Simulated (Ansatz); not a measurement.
# Lattice dynamics of (MgO)1(TiC)3 [001] superlattice, started as rocksalt type, part 2 of 2

Task: relax (MgO)1(TiC)3 [001] superlattice, started as rocksalt type, then find its harmonic phonons.

Ansatz 0.2.0; DFT PBE, scalar-relativistic, plane waves, PAW.

So far. Step 3 (Tight relaxation): The largest force component left is 0.20 meV/Å and the pressure is 0.005 GPa, within the tolerances set. The cell now holds 10.22 Å³/atom. The relaxed cell has a = 3.038, c = 8.860 Å (conventional setting).

The structure was built from a prototype and need not be the compound's stable phase.

## Step 4: Modes at Γ

The zone centre is the only wavevector solved here; it holds the modes that light can see, as far as symmetry allows. No field response is asked, since the mesh shows no gap.

Contents of input.yaml:

```yaml
crystal:
  lattice:
    - [2.1481861133, 2.1481861133, 0.0]
    - [-2.1481861133, 2.1481861133, 0.0]
    - [0.0, 0.0, 8.8595034525]
  atoms:
    - { symbol: C, position: [0.0, 0.0, 0.2551637862] }
    - { symbol: C, position: [0.5, 0.5, 0.5] }
    - { symbol: C, position: [0.0, 0.0, 0.7448362138] }
    - { symbol: Mg, position: [0.0, 0.0, 0.0] }
    - { symbol: O, position: [0.5, 0.5, 0.0] }
    - { symbol: Ti, position: [0.5, 0.5, 0.2563173464] }
    - { symbol: Ti, position: [0.0, 0.0, 0.5] }
    - { symbol: Ti, position: [0.5, 0.5, 0.7436826536] }
kpoints:
  mp_grid: { grid: [12, 12, 4] }
hamiltonian:
  xc: pbe
scf:
  occupations: { method: methfessel_paxton, width: 0.15 }
output:
  eigenvalues: true
phonons:
  method: dfpt
```

Started as:

```
$ ansatz run input.yaml --threads 8 --pin off --max-ram 14336MiB --backend cpu --events-out ev --progress --plain --runs-dir out
```

Numbers of over 12 decimals in the logs are rounded to 6 here.

The program printed:

```text
zone centre: on kpoints.mp_grid the ground state, and the responses unless they are solved on pairs of k-points, stand on 129 of the mesh's 576 k-points, reduced under 4 symmetry operations, with k and −k counted as one. Each operation leaves every solved displacement unchanged or reverses it
[...]
Crystal: 8 atoms, lattice volume = 81.768 Å³
Basis set: ecut = 420 eV, 1589 PW (Γ), exchange–correlation on 48×48×120 points (8 copies of the dense FFT grid, shifted against one another)
Bands: 40, of which v1, the nominal top of the filled ones, is band 32 counted from 1 (31 counted from 0)
Symmetry: 16 space group operations
k-points: 129 of 576 (irreducible under 4 space group operations, time reversal used)
[...]
SCF iter   1: F=—  HF=-10749.909750 eV  |F-HF|=—  |Δ(HF+E_count)|=         —  Δρ=4.08e-3  dr2=1.52e-2  ethr=1.77e-3  ⟨swp⟩=4.7  Hψ=18937  notcnv=0
[...]
SCF iter  12: F=-10749.907369 eV  HF=-10749.907369 eV  |F-HF|=3.64e-12  |Δ(HF+E_count)|=  9.09e-12  S|Δr|=    0.00e0  Δρ=4.36e-8  dr2=2.34e-12  ethr=1.00e-12  ⟨swp⟩=9.0  Hψ=23425  notcnv=0
SCF 1 converged in 12 iterations: F = -10749.907369 eV  dr2 = 2.34e-12
[...]
DFPT response loops at Γ: preconditioner auto → Kerker (q_TF=auto, 2.619 Å⁻¹) (partly filled bands, converged f_vac=0.000); β = 1.00, the filter's whole step (`scf.mixing.beta` (0.50) is not read by the response loops under this deck's `scf.mixing.preconditioner`; to damp them name `kerker` or `kerker_dos`, under which they read `scf.mixing.beta`, and type it under 1.00, their step now; both keys bind the ground state too); Broyden in place of MSR1
SCF converged after 12 iterations
[...]
Free energy (F): -10749.907369 eV
[...]
Internal energy: -10749.908006 eV  (E = F + TS)
E sigma→0 (E₀):  -10749.907528 eV
Entropy (-TS):   0.000637 eV (0.080 meV/atom)
Fermi energy:    13.159565 eV
[...]
--- Band table (eV; the first three rows and the last of 129) ---
  k-point 0: bands = [... 28 lower, 13.1474, 13.3221, 13.3221, 13.4803, 13.6163, 14.5613, 14.5613, 14.8274, ... 4 higher]
  k-point 1: bands = [... 28 lower, 13.1395, 13.1395, 13.3247, 13.3247, 13.4940, 14.4359, 14.4359, 15.0114, ... 4 higher]
  k-point 2: bands = [... 28 lower, 13.1315, 13.1315, 13.3268, 13.3268, 13.5073, 14.3630, 14.3630, 15.1449, ... 4 higher]
  k-point 128: bands = [... 28 lower, 11.5192, 11.8556, 11.8556, 12.5455, 13.4012, 13.4012, 15.0953, 15.0953, ... 4 higher]
--- Phonons (Γ-DFPT): 12 representative perturbations + reference, on 129 of 576 k-points (Σ response iterations 38) ---
  k mesh reduced under 4 symmetry operations, with k and −k counted as one. Each operation leaves every solved displacement unchanged or reverses it
  ASR residual: 6.826e-4 → 0.000e0 eV/Å²; symmetrization residual: 2.101e-6 eV/Å²
  ASR residual per site (eV/Å²): 1.57e-4 3.55e-5 1.57e-4 6.83e-4 5.66e-5 3.92e-4 7.10e-5 3.92e-4
  Γ frequencies (cm⁻¹): 0.00 0.00 0.00 190.47 190.47 191.87 191.87 216.40 256.94 259.95 259.95 317.55 372.28 372.28 388.64 480.75 480.75 500.14 500.14 522.58 522.58 590.68 622.46 646.67
  non-analytic LO–TO correction: not included (Born effective charges unavailable; polar crystals: no LO–TO splitting at Γ)
```

It took 51 s on 8 threads of Intel Xeon Platinum 8488C (Sapphire Rapids), shared host; peak memory 1.9 GiB; 5.8 min of CPU time.

In the SCF lines HF is the Harris–Foulkes energy and dr2 the Hartree energy of the density residual, in eV; the loop may stop once dr2 is under the threshold and the program's other checks hold. Hψ counts applications of the Hamiltonian.

Numbers from this step:

- sum-rule residual before enforcement: 6.83e-4 eV/Å²
- point group: 4/mmm
- highest optical mode at the zone centre (no LO-TO term): 646.7 cm⁻¹
- lowest optical zone-centre mode: 190.5 cm⁻¹

Patterns of degenerate modes are one choice out of their space. Modes at Γ, with each element's share of the kinetic energy:

```csv
mode,frequency (cm⁻¹),symmetry,C %,Mg %,O %,Ti %
1,0.0,acoustic,16,11,7,65
2,0.0,acoustic,16,11,7,65
3,0.0,acoustic,16,11,7,65
4,190.5,Eg,12,0,0,88
5,190.5,Eg,12,0,0,88
6,191.9,Eu,2,56,15,27
7,191.9,Eu,2,56,15,27
8,216.4,A2u,4,10,60,26
9,256.9,A1g,9,0,0,91
10,259.9,Eu,2,12,0,86
11,259.9,Eu,2,12,0,86
12,317.6,A2u,4,13,0,83
13,372.3,Eu,2,22,72,4
14,372.3,Eu,2,22,72,4
15,388.6,A2u,4,64,17,15
16,480.8,Eu,84,0,5,11
17,480.8,Eu,84,0,5,11
18,500.1,Eg,88,0,0,12
19,500.1,Eg,88,0,0,12
20,522.6,Eu,93,0,0,7
21,522.6,Eu,93,0,0,7
22,590.7,A2u,85,1,10,4
23,622.5,A2u,87,1,5,7
24,646.7,A1g,91,0,0,9
```

Displacements in mode 5 (190.5 cm⁻¹), the largest set to 1:
```
C1  -0.75  0.03  0.00
C2   0.00  0.00  0.00
C3   0.75 -0.03  0.00
Mg4  0.00  0.00  0.00
O5   0.00  0.00  0.00
Ti6 -1.00  0.04  0.00
Ti7  0.00  0.00  0.00
Ti8  1.00 -0.04  0.00
```

Displacements in mode 24 (646.7 cm⁻¹), the largest set to 1:
```
C1   0.00  0.00  1.00
C2   0.00  0.00  0.00
C3   0.00  0.00 -1.00
Mg4  0.00  0.00  0.00
O5   0.00  0.00  0.00
Ti6  0.00  0.00 -0.15
Ti7  0.00  0.00  0.00
Ti8  0.00  0.00  0.15
```

Before it was imposed, the acoustic sum rule was missed by 6.8e-4 eV/Å². Small misses are needed for a sound result but don't prove that mesh and cutoff are converged. The lowest optical mode is real, 190 cm⁻¹.

## Step 5: Another isotope, element C, natural mass 12.011 amu

An isotope changes the mass and not the force constants, so no new electronic calculation is needed; the shifts show which modes move this element.

The same force constants with the mass of C changed from 12.011 to 13.003 u (phonopy, no LO-TO term). Both lists are sorted by frequency; levels can cross, so a row need not hold one and the same mode. Modes under 3 cm⁻¹ are left out. Isotope shifts, by row:

```csv
q,rank,natural mass (cm⁻¹),changed mass (cm⁻¹)
0 0 0,4,190.5,189.5
0 0 0,5,190.5,189.5
0 0 0,6,191.9,191.7
0 0 0,7,191.9,191.7
0 0 0,8,216.4,216
0 0 0,9,256.9,256
0 0 0,10,259.9,259.7
0 0 0,11,259.9,259.7
0 0 0,12,317.6,317.1
0 0 0,13,372.3,371.9
0 0 0,14,372.3,371.9
0 0 0,15,388.6,388
0 0 0,16,480.8,465.1
0 0 0,17,480.8,465.1
0 0 0,18,500.1,483.2
0 0 0,19,500.1,483.2
0 0 0,20,522.6,503.8
0 0 0,21,522.6,503.8
0 0 0,22,590.7,571
0 0 0,23,622.5,601.7
0 0 0,24,646.7,623.7
```

A mode of this element alone would shift by -3.89 %. The highest zone-centre frequency without the field goes from 646.7 to 623.7 cm⁻¹ (-3.5 %). The product of the frequency ratios over all optical modes at Γ is 0.714; the product rule, (m/m′)^(3k/2) (M′/M)^(3/2) with k = 3 such atoms and M the mass of the cell, gives 0.714.

## Step 6: Another isotope, element Mg, natural mass 24.305 amu

The same for Mg, from 24.30 to 25.98 u.

The same force constants with the mass of Mg changed from 24.305 to 25.983 u (phonopy, no LO-TO term). Both lists are sorted by frequency; levels can cross, so a row need not hold one and the same mode. Modes under 3 cm⁻¹ are left out. Isotope shifts, by row:

```csv
q,rank,natural mass (cm⁻¹),changed mass (cm⁻¹)
0 0 0,4,190.5,188.3
0 0 0,5,190.5,188.3
0 0 0,6,191.9,190.5
0 0 0,7,191.9,190.5
0 0 0,8,216.4,215.7
0 0 0,9,256.9,256.9
0 0 0,10,259.9,259
0 0 0,11,259.9,259
0 0 0,12,317.6,316
0 0 0,13,372.3,369.7
0 0 0,14,372.3,369.7
0 0 0,15,388.6,380.7
0 0 0,16,480.8,480.7
0 0 0,17,480.8,480.7
0 0 0,18,500.1,500.1
0 0 0,19,500.1,500.1
0 0 0,20,522.6,522.6
0 0 0,21,522.6,522.6
0 0 0,22,590.7,590.6
0 0 0,23,622.5,622.2
0 0 0,24,646.7,646.7
```

A mode of this element alone would shift by -3.28 %. The highest zone-centre frequency without the field goes from 646.7 to 646.7 cm⁻¹ (+0.0 %). The product of the frequency ratios over all optical modes at Γ is 0.915; the product rule, (m/m′)^(3k/2) (M′/M)^(3/2) with k = 1 such atoms and M the mass of the cell, gives 0.915.

## Step 7: Another isotope, element O, natural mass 15.999 amu

The same for O, from 16.00 to 18.00 u.

The same force constants with the mass of O changed from 15.999 to 17.999 u (phonopy, no LO-TO term). Both lists are sorted by frequency; levels can cross, so a row need not hold one and the same mode. Modes under 3 cm⁻¹ are left out. Isotope shifts, by row:

```csv
q,rank,natural mass (cm⁻¹),changed mass (cm⁻¹)
0 0 0,4,190.5,190
0 0 0,5,190.5,190
0 0 0,6,191.9,190.5
0 0 0,7,191.9,190.5
0 0 0,8,216.4,208.6
0 0 0,9,256.9,256.9
0 0 0,10,259.9,259.9
0 0 0,11,259.9,259.9
0 0 0,12,317.6,317.6
0 0 0,13,372.3,356.9
0 0 0,14,372.3,356.9
0 0 0,15,388.6,384.9
0 0 0,16,480.8,479.6
0 0 0,17,480.8,479.6
0 0 0,18,500.1,500.1
0 0 0,19,500.1,500.1
0 0 0,20,522.6,522.6
0 0 0,21,522.6,522.6
0 0 0,22,590.7,587.3
0 0 0,23,622.5,620.9
0 0 0,24,646.7,646.7
```

A mode of this element alone would shift by -5.72 %. The highest zone-centre frequency without the field goes from 646.7 to 646.7 cm⁻¹ (+0.0 %). The product of the frequency ratios over all optical modes at Γ is 0.849; the product rule, (m/m′)^(3k/2) (M′/M)^(3/2) with k = 1 such atoms and M the mass of the cell, gives 0.849.

## Step 8: Isotope substitution, element Ti, natural mass 47.867 amu

The same for Ti, from 47.87 to 49.94 u.

The same force constants with the mass of Ti changed from 47.867 to 49.945 u (phonopy, no LO-TO term). Both lists are sorted by frequency; levels can cross, so a row need not hold one and the same mode. Modes under 3 cm⁻¹ are left out. Isotope shifts, by row:

```csv
q,rank,natural mass (cm⁻¹),changed mass (cm⁻¹)
0 0 0,4,190.5,186.9
0 0 0,5,190.5,186.9
0 0 0,6,191.9,190.8
0 0 0,7,191.9,190.8
0 0 0,8,216.4,215.2
0 0 0,9,256.9,252
0 0 0,10,259.9,255.2
0 0 0,11,259.9,255.2
0 0 0,12,317.6,311.9
0 0 0,13,372.3,372
0 0 0,14,372.3,372
0 0 0,15,388.6,387.5
0 0 0,16,480.8,479.7
0 0 0,17,480.8,479.7
0 0 0,18,500.1,498.9
0 0 0,19,500.1,498.9
0 0 0,20,522.6,521.8
0 0 0,21,522.6,521.8
0 0 0,22,590.7,590.1
0 0 0,23,622.5,621.6
0 0 0,24,646.7,645.5
```

A mode of this element alone would shift by -2.10 %. The highest zone-centre frequency without the field goes from 646.7 to 645.5 cm⁻¹ (-0.2 %). The product of the frequency ratios over all optical modes at Γ is 0.861; the product rule, (m/m′)^(3k/2) (M′/M)^(3/2) with k = 3 such atoms and M the mass of the cell, gives 0.861.

## Step 9: What came out

- space group after relaxation (within 0.01 Å): P4/mmm
- volume per atom: 10.2 Å³
- electronic character: no gap on this mesh
- highest optical mode at the zone centre (no LO-TO term): 647 cm⁻¹
- lowest optical zone-centre mode: 190 cm⁻¹
- imaginary modes at Γ (the only wavevector solved): none

**Reading.** The structure is stable against zone-centre distortions, since no mode there is imaginary; other wavevectors were not solved, so zone-boundary instabilities are untested. The optical modes at Γ span 190 to 647 cm⁻¹. No dispersion was computed. The highest mode in this list at Γ, 646.7 cm⁻¹, is mostly motion of C (91 % of the kinetic energy). With no gap, or one that is small against the smearing, the frequencies hang on the k mesh and the smearing, most of all near Kohn anomalies. The starting cell was built on a prototype and not taken from a measurement, so the phase need not exist. These are harmonic frequencies at zero temperature: anharmonic shifts, linewidths and thermal expansion are left out.

[Logs are printed without paths, hosts, clocks, repeated set-up lines and the standing remarks that a program may print on its own settings, such as how far it seeks lower states.]

[Hosts, paths, dates, database ids (printed as entryN), source tags and the programs' standing remarks are cut or masked in the printed files.]
